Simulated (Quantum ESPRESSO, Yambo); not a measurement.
# A GW chain in Yambo: PbO (P4/nmm), part 2 of 3

Wanted: ground state, empty states, screening and self-energy for PbO (P4/nmm).

Quantum ESPRESSO 7.5 and Yambo 5.3.0; PBE and many-body steps on it, plane waves. Known limits of the many-body steps: not at the basis limit; coarse k mesh.

So far. Step 2 (Ground state): The gap is indirect, with the least direct gap 1.08 eV higher. Step 3 (Bands along the symmetry lines): The gap is 1.105 eV, as in the run before at this level.

The database entry behind the starting cell differs from later determinations by our own check (c about 1 % long), so it need not match the best structure at ambient conditions.

**4. Empty states on the mesh, 4×4×2 mesh, 326 bands**

Level of this step: DFT, PBE with spin-orbit coupling, plane waves, norm-conserving pseudopotentials (Quantum ESPRESSO).

The sums over transitions need many empty states on a uniform mesh; this step solves for them.

pw.in

```
&control
  calculation = 'nscf'
  prefix = 'x'
  outdir = 'o'
  pseudo_dir = 'pseudo'
/
&system
  ibrav = 0
  nat = 4
  ntyp = 2
  ecutwfc = 76.0
  nbnd = 326
  force_symmorphic = .true.
  noncolin = .true.
  lspinorb = .true.
/
&electrons
  conv_thr = 1e-9
  electron_maxstep = 80
  diago_full_acc = .true.
  diago_thr_init = 5e-6
/
ATOMIC_SPECIES
  Pb 207.2 Pb.upf
  O 15.999 O.upf
CELL_PARAMETERS angstrom
  3.9600000000 0.0000000000 0.0000000000
  0.0000000000 3.9600000000 0.0000000000
  0.0000000000 0.0000000000 5.0700000000
ATOMIC_POSITIONS crystal
  Pb 0.0000000000 0.5000000000 0.2385140000
  Pb 0.5000000000 0.0000000000 0.7614860000
  O 0.0000000000 0.0000000000 0.0000000000
  O 0.5000000000 0.5000000000 0.0000000000
K_POINTS automatic
  4 4 2 0 0 0
```

Command:

```bash
$ OMP_NUM_THREADS=1 mpirun -n 8 pw.x -nk 4 -in pw.in > pw.out
```

The program printed:

```text
[banner, memory and clock lines left out]
Program PWSCF v.7.5 starts

     Atomic positions and unit cell read from directory:
     o/x.save/

     Message from routine setup:
     using ibrav=0 with symmetry is DISCOURAGED, use correct ibrav instead

     bravais-lattice index     =            0
     lattice parameter (alat)  =       7.4833  a.u.
     unit-cell volume          =     536.5311 (a.u.)^3
     number of atoms/cell      =            4
     number of atomic types    =            2
     number of electrons       =        56.00
     number of Kohn-Sham states=          326
     kinetic-energy cutoff     =      76.0000  Ry
     charge density cutoff     =     304.0000  Ry
     Exchange-correlation= PBE
                           (   1   4   3   4   0   0   0)
     Non magnetic calculation with spin-orbit

     celldm(1)=   7.483315  celldm(2)=   0.000000  celldm(3)=   0.000000
     celldm(4)=   0.000000  celldm(5)=   0.000000  celldm(6)=   0.000000

     crystal axes: (cart. coord. in units of alat)
               a(1) = (   1.000000   0.000000   0.000000 )
               a(2) = (   0.000000   1.000000   0.000000 )
               a(3) = (   0.000000   0.000000   1.280303 )

     reciprocal axes: (cart. coord. in units 2 pi/alat)
               b(1) = (  1.000000  0.000000  0.000000 )
               b(2) = (  0.000000  1.000000  0.000000 )
               b(3) = (  0.000000  0.000000  0.781065 )
     Pseudo is Norm-conserving + core correction, Zval = 22.0
     Generated using ONCVPSP code by D. R. Hamann
     Using radial grid of 1782 points, 10 beta functions with:
     Pseudo is Norm-conserving + core correction, Zval =  6.0
     Generated using ONCVPSP code by D. R. Hamann
     Using radial grid of  936 points,  8 beta functions with:
     Pb               22.00   207.20000     Pb( 1.00)
     O                 6.00    15.99900     O ( 1.00)

      8 Sym. Ops. (no inversion) found

   Cartesian axes

     site n.     atom                  positions (alat units)
         1        Pb     tau(   1) = (   0.0000000   0.5000000   0.3053702  )
         2        Pb     tau(   2) = (   0.5000000   0.0000000   0.9749328  )
         3        O      tau(   3) = (   0.0000000   0.0000000   0.0000000  )
         4        O      tau(   4) = (   0.5000000   0.5000000   0.0000000  )

     number of k points=    12
                       cart. coord. in units 2pi/alat
        k(    1) = (   0.0000000   0.0000000   0.0000000), wk =   0.0312500
        k(    2) = (   0.0000000   0.0000000  -0.3905325), wk =   0.0312500
        k(    3) = (   0.0000000   0.2500000   0.0000000), wk =   0.1250000
[...]
k(   11) = (  -0.5000000  -0.5000000   0.0000000), wk =   0.0312500
        k(   12) = (  -0.5000000  -0.5000000  -0.3905325), wk =   0.0312500

     Dense  grid:    48109 G-vectors     FFT dimensions: (  45,  45,  54)

     The potential is recalculated from file :
     o/x.save/charge-density

     Starting wfcs are   68 randomized atomic wfcs +  258 random wfcs

     Band Structure Calculation

     End of band structure calculation

          k = 0.0000 0.0000 0.0000 (  6023 PWs)   bands (ev):

  -127.7786-127.7786-127.7786-127.7786 -86.2164 -86.2164 -86.2162 -86.2162
   -63.8936 -63.8936 -63.8928 -63.8928 -63.8904 -63.8904 -63.8892 -63.8892
    -7.9591  -7.9591  -7.6697  -7.6697  -6.9075  -6.9075  -6.8983  -6.8983
    -6.8433  -6.8433  -5.9496  -5.9496  -4.4630  -4.4630  -4.3482  -4.3482
[...]
[... 29 further rows ...]
[...]
84.3567  84.3567  84.5602  84.5602  85.5062  85.5062

          k = 0.0000 0.0000-0.3905 (  6026 PWs)   bands (ev):

  -127.7787-127.7787-127.7785-127.7785 -86.2163 -86.2163 -86.2163 -86.2163
[...]
[... 29 further rows ...]
[...]
85.9090  85.9090  85.9496  85.9496  86.2990  86.2990

          k = 0.0000 0.2500 0.0000 (  6009 PWs)   bands (ev):

  -127.7786-127.7786-127.7786-127.7786 -86.2164 -86.2164 -86.2163 -86.2163
[...]
22.2979  22.2979  22.7585  22.7585  23.1588  23.1588  24.7265  24.7265
     [... 29 further rows ...]
    82.2009  82.2009  82.3450  82.3450  82.8437  82.8437  83.9352  83.9352
    84.2578  84.2578  84.9888  84.9888  85.1561  85.1561

          k = 0.0000 0.2500-0.3905 (  6018 PWs)   bands (ev):

     [... further k-points ...]

     highest occupied, lowest unoccupied level (ev):    10.4527   11.5575

     XML data file, pseudopotentials, collected wavefunctions
```

Wall time 81 s (8 MPI ranks of Arm Neoverse V2, shared host); peak memory 1.8 GiB.

This step gave:

```yaml
gap: 1.105 eV
k_of_the_valence_top: 0, 0, 0
k_of_the_conduction_bottom: -0.5, -0.5, 0
least_direct_gap: 2.180 eV
k_points_computed: 12
lowest_point_of_the_top_converged_band_above_the_valence_top: 73.0400 eV
```

On this mesh the gap is 1.105 eV.

**5. Conversion and set-up**

This step: Yambo 5.3.0; conversion and set-up on PBE with spin-orbit coupling, plane waves, norm-conserving pseudopotentials.

The states are converted to the many-body program's format and the q mesh is built.

Command:

```bash
$ (cd o/x.save; p2y > p2y.log; mv SAVE ../..); yambo > setup.log
```

The program printed:

```text
 Yambo, version 5.3.0

 [02] CORE Variables Setup
 =========================

  [02.01] Unit cells
  ==================

  Cell kind             :  Unknown
  Atoms in the cell     :  Pb  O
  number of Pb atoms    :  2
  number of O  atoms    :  2

  List of atomic masses
  Mass of Pb    :  207.2000
  Mass of O     :  15.99900

  List of atomic coordinates    : [cc]
  Pb1       :  0.000000  3.741658  2.285182  order 1
  Pb2       :  3.741658  0.000000  7.295730  order 2
  O1       :  0.000000  0.000000  0.000000  order 3
  O2       :  3.741658  3.741658  0.000000  order 4

  Alat factors          :  7.483315  7.483315  9.580911 [a.u.]
  Direct lattice volume :  536.5311 [a.u.]
  Direct lattice vectors:  A[ 1 ]  A[ 2 ]  A[ 3 ]
   A[ 1 ]:  1.000000  0.000000  0.000000  [iru]
   7.483315  0.000000  0.000000  [cc]
   A[ 2 ]:  0.000000  1.000000  0.000000  [iru]
   0.000000  7.483315  0.000000  [cc]
   A[ 3 ]:  0.000000  0.000000  1.000000  [iru]
   0.000000  0.000000  9.580911  [cc]

  Recip. lattice volume :  0.462322 [a.u.]
  Recip. lattice vectors:  B[ 1 ]  B[ 2 ]  B[ 3 ]
   B[ 1 ]:  1.000000  0.000000  0.000000  [iku]
   0.839626  0.000000  0.000000  [cc]
   B[ 2 ]:  0.000000  1.000000  0.000000  [iku]
   0.000000  0.839626  0.000000  [cc]
   B[ 3 ]:  0.000000  0.000000  1.000000  [iku]
   0.000000  0.000000  0.655802  [cc]

  [02.02] Symmetries
  ==================

  Inversion symmetry    : yes
  Spatial inversion     : no
  Inversion index       :   9
  K-space Time-reversal : yes
  Magnetic symmetries   : no
  Time-reversal derived K-space symmetries:   9  16
  Group table correct   : yes
  Symmetries units      :  [cc]

   [S  1]:  1.000000  0.000000  0.000000  0.000000  1.000000  0.000000  0.000000  0.000000  1.000000
   [S  2]: -1.000000  0.000000  0.000000  0.000000 -1.000000  0.000000  0.000000  0.000000  1.000000
   [S  3]:  0.000000  1.000000  0.000000  1.000000  0.000000  0.000000  0.000000  0.000000 -1.000000
[...]
[S  7]:  0.000000  1.000000  0.000000 -1.000000  0.000000  0.000000  0.000000  0.000000 -1.000000
   [S  8]:  0.000000 -1.000000  0.000000  1.000000  0.000000  0.000000  0.000000  0.000000 -1.000000
   [S* 9]: -1.000000 -0.000000 -0.000000 -0.000000 -1.000000 -0.000000 -0.000000 -0.000000 -1.000000
   [S*10]:  1.000000 -0.000000 -0.000000 -0.000000  1.000000 -0.000000 -0.000000 -0.000000 -1.000000
     [... 4 further rows ...]
   [S*15]: -0.000000 -1.000000 -0.000000  1.000000 -0.000000 -0.000000 -0.000000 -0.000000  1.000000
   [S*16]: -0.000000  1.000000 -0.000000 -1.000000 -0.000000 -0.000000 -0.000000 -0.000000  1.000000

  [02.03] Reciprocal space
  ========================

  nG shells         :  2941
  nG charge         :   48109
  nG WFs            :   7417
  nC WFs            :   6026
  G-vecs. in first 80 shells:  [ Number ]
     1    3    7   15   19   21   29   37   41
[...]
WF components:   6026
  K [ 3]         [rlu]:  0.000000  0.250000  0.000000
         WF components:   6009
[...]
K [ 8]         [rlu]:  0.250000  0.250000 -0.500000
[...]
K [ 9]         [rlu]:  0.250000 -0.500000  0.000000
[...]
K [10]         [rlu]:  0.250000 -0.500000 -0.500000
[...]
K [11]         [rlu]: -0.500000 -0.500000  0.000000
         WF components:   6004
  K [12]         [rlu]: -0.500000 -0.500000 -0.500000
         WF components:   5984

  [02.05] Energies & Occupations
  ==============================

  [X] === General ===
  [X] Electronic Temperature                        :  0.000000  0.000000 [eV K]
  [X] Bosonic    Temperature                        :  0.000000  0.000000 [eV K]
  [X] Finite Temperature mode                       : no
  [X] El. density                                   :  0.70435E+24 [cm-3]
  [X] Fermi Level                                   :  10.45266 [eV]

  [X] === Gaps and Widths ===
  [X] Conduction Band Min                           :  1.104844 [eV]
  [X] Valence Band Max                              :  0.000000 [eV]
  [X] Filled Bands                                  :   56
  [X] Empty Bands                                   :    57   326
  [X] Direct Gap                                    :  2.180416 [eV]
  [X] Direct Gap localized at k                     :  11
  [X] Indirect Gap                                  :  1.104844 [eV]
  [X] Indirect Gap between kpts                     :   1  11
  [X] Last valence band width                       :  1.751331 [eV]
  [X] 1st conduction band width                     :  2.117097 [eV]

  E @ K [ 1]:  [eV]
  -138.2313 -138.2313 -138.2313 -138.2313  -96.6690  -96.6690  -96.6689  -96.6689
[...]
occ @ K [ 1]
[...]
E @ K [ 2]:  [eV]
[...]
occ @ K [ 2]
[...]
E @ K [ 3]:  [eV]
[...]
occ @ K [ 3]
[...]
E @ K [ 8]:  [eV]
[...]
occ @ K [ 8]
[...]
E @ K [ 9]:  [eV]
[...]
occ @ K [ 9]
[...]
E @ K [10]:  [eV]
[...]
occ @ K [10]
[...]
E @ K [11]:  [eV]
[...]
occ @ K [11]
[...]
E @ K [12]:  [eV]
[...]
occ @ K [12]
[...]
0.000000  0.000000  0.000000  0.000000  0.000000  0.000000  0.000000  0.000000
   0.000000  0.000000  0.000000  0.000000  0.000000  0.000000  0.000000  0.000000

 [03] Transferred momenta grid and indexing
 ==========================================

 IBZ Q-points                                      :  12
 BZ  Q-points                                      :   32

 K/Q-points units:
 rlu = crystal or reduced units; cc = cartesian coordinates; iku = interal k-units

 Q [ 1]         [rlu]:  0.000000  0.000000  0.000000
 Q [ 2]         [rlu]:  0.000000  0.000000 -0.500000
 Q [ 3]         [rlu]:  0.000000  0.250000  0.000000
[...]
Q [ 8]         [rlu]:  0.250000  0.250000 -0.500000
 Q [ 9]         [rlu]:  0.250000 -0.500000  0.000000
 Q [10]         [rlu]:  0.250000 -0.500000 -0.500000
 Q [11]         [rlu]: -0.500000 -0.500000  0.000000
 Q [12]         [rlu]: -0.500000 -0.500000 -0.500000

  [03.01] X indexes
  =================

   [03.01.01] Sigma indexes
   ========================

 [06] Game Over & Game summary
```

Run time: 3 s. Hardware: 1 MPI rank; peak memory 0.24 GiB.

[end of part 2 of 3]

[Paths, hosts, dates, memory and timing lines, banners, echoed tables and standing remarks are left out of the program output.]

[Logs are printed without paths, hosts, clocks, repeated set-up lines and the standing remarks that a program may print on its own settings, such as how far it seeks lower states.]

[Runs of the session that timed out or met a known fault of the program may be left out.]

[Hosts, paths, dates, database ids (printed as entryN), source tags and the programs' standing remarks are cut or masked in the printed files.]
